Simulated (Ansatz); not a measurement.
# The perfect Fe wire along [100], 4 atoms a period, part 2 of 2

Aim: is the Fe wire along [100], 4 atoms a period a metal or a semiconductor?

Ansatz 0.2.0; DFT PBE, plane waves, PAW; relaxation of a wire's period; PAW set soft_1 (the session's first sound run).

So far: Set-up; Relaxing the period.

## (2) Relaxing the period (continued)

Relaxation path:

```tsv
step	energy less that of the first step (eV)	largest force component (eV/Å)	pressure (GPa)	volume (Å³)
1	0.0000	1.0546	-2.24	262.45
2	-0.2101	0.4212	-0.82	253.86
3	-0.2387	0.0884	0.25	249.47
4	-0.2398	0.0075	0.05	250.26
5*	-0.2367	0.0065	0.06	250.26
```

Relaxation steps marked * repeat the geometry before them on a plane-wave basis chosen anew for their cell, so energy and pressure can jump there.

The run keeps the 16 symmetry operations that it works with, so distortions that break them were not tested.

```tsv
cell as run	before	after	change
c (Å)	2.830	2.699	-4.6 %
```

The atoms that moved most (Å, along periodic axes as changes of fractional coordinates times the final cell, across vacuum about the mean position):

```tsv
atom	dx	dy	dz	length
Fe2	-0.046	0.000	0.000	0.046
Fe4	0.000	-0.046	0.000	0.046
Fe1	0.046	0.000	0.000	0.046
Fe3	0.000	0.046	0.000	0.046
```

The relaxed structure:

```xyz
4
Lattice="9.6300 0.0000 0.0000 0.0000 9.6300 0.0000 0.0000 0.0000 2.6987" Properties=species:S:1:pos:R:3
Fe    3.4458    4.8150    0.0000
Fe    6.1842    4.8150    0.0000
Fe    4.8150    3.4458    1.3493
Fe    4.8150    6.1842    1.3493
```

Numbers from this step:

```yaml
energy_at_zero_smearing: -17916.0741 eV
total_moment: 12.00 μB
absolute_moment: 12.32 μB
cell_length_along_the_wire: 2.699 Å
```

Site moment by atom:

```tsv
atom	site moment (μB)
Fe1	2.78
Fe2	2.78
Fe3	2.78
Fe4	2.78
```

The cell's length comes to 2.699 Å with an absolute moment of 12.32 μB a cell.

## (3) The perfect wire

This step: DFT PBE, plane waves, PAW; bands of a perfect wire; PAW set soft_1 (Ansatz 0.2.0).

At the relaxed period the bands are computed along the axis; those that cross an energy going forward count the channels that a perfect wire would open there.

input.yaml reads:

```yaml
crystal:
  lattice:
    - [9.63, 0.0, 0.0]
    - [0.0, 9.63, 0.0]
    - [0.0, 0.0, 2.6986554598]
  atoms:
    - { symbol: Fe, position: [0.357814819, 0.5, 0.0], spin: 2.78 }
    - { symbol: Fe, position: [0.642185181, 0.5, 0.0], spin: 2.78 }
    - { symbol: Fe, position: [0.5, 0.357814819, 0.5], spin: 2.78 }
    - { symbol: Fe, position: [0.5, 0.642185181, 0.5], spin: 2.78 }
magnetization:
  spin_polarized: true
kpoints:
  mp_grid: { grid: [1, 1, 30] }
  band_path: { path: ["Γ", Z], npoints: 90 }
scf:
  occupations: { method: fermi_dirac, width: 0.05 }
hamiltonian:
  xc: pbe
  pseudopotentials: { kind: paw, azcp: { folder: soft_1 } }
output:
  dos: { e_range: [-5, 4] }
  write_potential: true
  write_density: true
  volumetric_format: npy
```

Started as:

```
$ ansatz run input.yaml --threads 8 --pin off --max-ram 16384MiB --backend cpu --events-out ev --progress --plain --runs-dir out
```

Numbers of over 12 decimals in the logs are rounded to 6 here.

What it wrote:

```text
[...]
Crystal: 4 atoms, lattice volume = 250.265 Å³
Basis set: ecut = 420 eV, 4925 PW (Γ)
Bands: 46, of which v1, the nominal top of the filled ones, is band 32 counted from 1 (31 counted from 0)
Symmetry: 16 space group operations
[...]
k-points: 16 of 30
[...]
Starting moments: Σ|m| = 11.12 μB on 4 of 4 sites
[...]
SCF iter   1: F=—  HF=-17914.630509 eV  |F-HF|=—  |Δ(HF+E_count)|=         —  Δρ=3.05e-2 (↑2.51e-2 ↓3.05e-2)  dr2=1.14e1  dr2_m=1.22e0  M=11.980 μB ∫|m|=12.052 μB  β_m=0.30  ethr=3.10e-3  ⟨swp⟩=8.1  Hψ=7249  notcnv=0  defer=2
[...]
SCF iter  11: F=-17916.084918 eV  HF=-17916.084918 eV  |F-HF|=3.02e-9  |Δ(HF+E_count)|=   5.54e-9  Δρ=4.69e-7 (↑4.69e-7 ↓2.74e-7)  dr2=6.71e-10  dr2_m=1.54e-10  M=12.011 μB ∫|m|=12.330 μB  ethr=1.56e-10  ⟨swp⟩=10.3  Hψ=6235  notcnv=0
SCF 1 converged in 11 iterations: F = -17916.084918 eV  dr2 = 6.71e-10
[...]
WARN: The output density's exchange-correlation potential varies sharply where the density is thin. Do not read a vacuum level from v_tot or v_xc, or from such a field of the output density. On a cell that repeats whose density bears no net charge and no dipole along the vacuum's axis use v_es (v_loc + v_h of the components); under efield.dipole_correction with no amplitude use v_es + v_field, which holds any externa [...]
NSCF: frozen V_eff on 91 k-points
SCF converged after 11 iterations
Magnetization: 12.0114 μB (38.0057 up, 25.9943 down)
Absolute magnetization: 12.3325 μB (∫|ρ↑−ρ↓|, with the PAW one-centre terms)
[...]
Per-site moments (μB) at R_I (Å): [(2.779820, 0.973565), (2.779820, 0.973565), (2.779820, 0.973565), (2.779820, 0.973565)]
Free energy (F): -17916.084918 eV
[...]
Internal energy: -17916.072484 eV  (E = F + TS)
E sigma→0 (E₀):  -17916.078701 eV
Entropy (-TS):   -0.012433 eV (-3.108 meV/atom)
Fermi energy:    0.411748 eV
[...]
--- Band table (eV; the first three rows and the last of 32) ---
  k-point 0 ↑: bands = [... 28 lower, -1.6595, -1.5989, -1.5989, -1.5732, -1.1367, -1.1367, -1.1331, -0.6189, ... 10 higher]
  k-point 1 ↑: bands = [... 28 lower, -1.6524, -1.6022, -1.6022, -1.5616, -1.1208, -1.1044, -1.1044, -0.6223, ... 10 higher]
  k-point 2 ↑: bands = [... 28 lower, -1.6314, -1.6099, -1.6099, -1.5302, -1.0869, -1.0114, -1.0114, -0.7176, ... 10 higher]
  k-point 15 ↓: bands = [... 28 lower, 1.3762, 1.3762, 1.7409, 1.7409, 1.8283, 1.8283, 2.2970, 2.2970, ... 10 higher]
```

The job ended after 15 s (8 threads of Arm Neoverse V1, shared host; peak memory 1.3 GiB; 1.7 min of CPU time).

This step gave:

| Quantity | Value |
| --- | --- |
| energy at zero smearing | -17916.0787 eV |
| total moment | 12.01 μB |
| absolute moment | 12.33 μB |
| band gap | 0 eV |

Between Γ and Z the bands cross the Fermi level 3 times, so a perfect wire would conduct at least 1.5 G₀, with an absolute moment of 12.33 μB a cell.

## (4) Outcome

```
cell length, PBE                                            : 2.699 Å
absolute moment, PBE                                        : 12.3 μB
ballistic conductance by band crossings, a lower bound, PBE : 1.5 G₀
```

In words: Under PBE the cell's length is 2.70 Å, the absolute moment is 12.33 μB a cell, and the bands cross the Fermi level 3 times between Γ and Z, which gives a perfect wire at least 1.5 G₀ (opposite crossings within one step of the path cancel in such a count). In the perfect wire the moments were started parallel, and no opposed start was run. No search over magnetic orders was made; another may lie lower.

[Logs are printed without paths, hosts, clocks, repeated set-up lines and the standing remarks that a program may print on its own settings, such as how far it seeks lower states.]

[Hosts, paths, dates, database ids (printed as entryN), source tags and the programs' standing remarks are cut or masked in the printed files.]
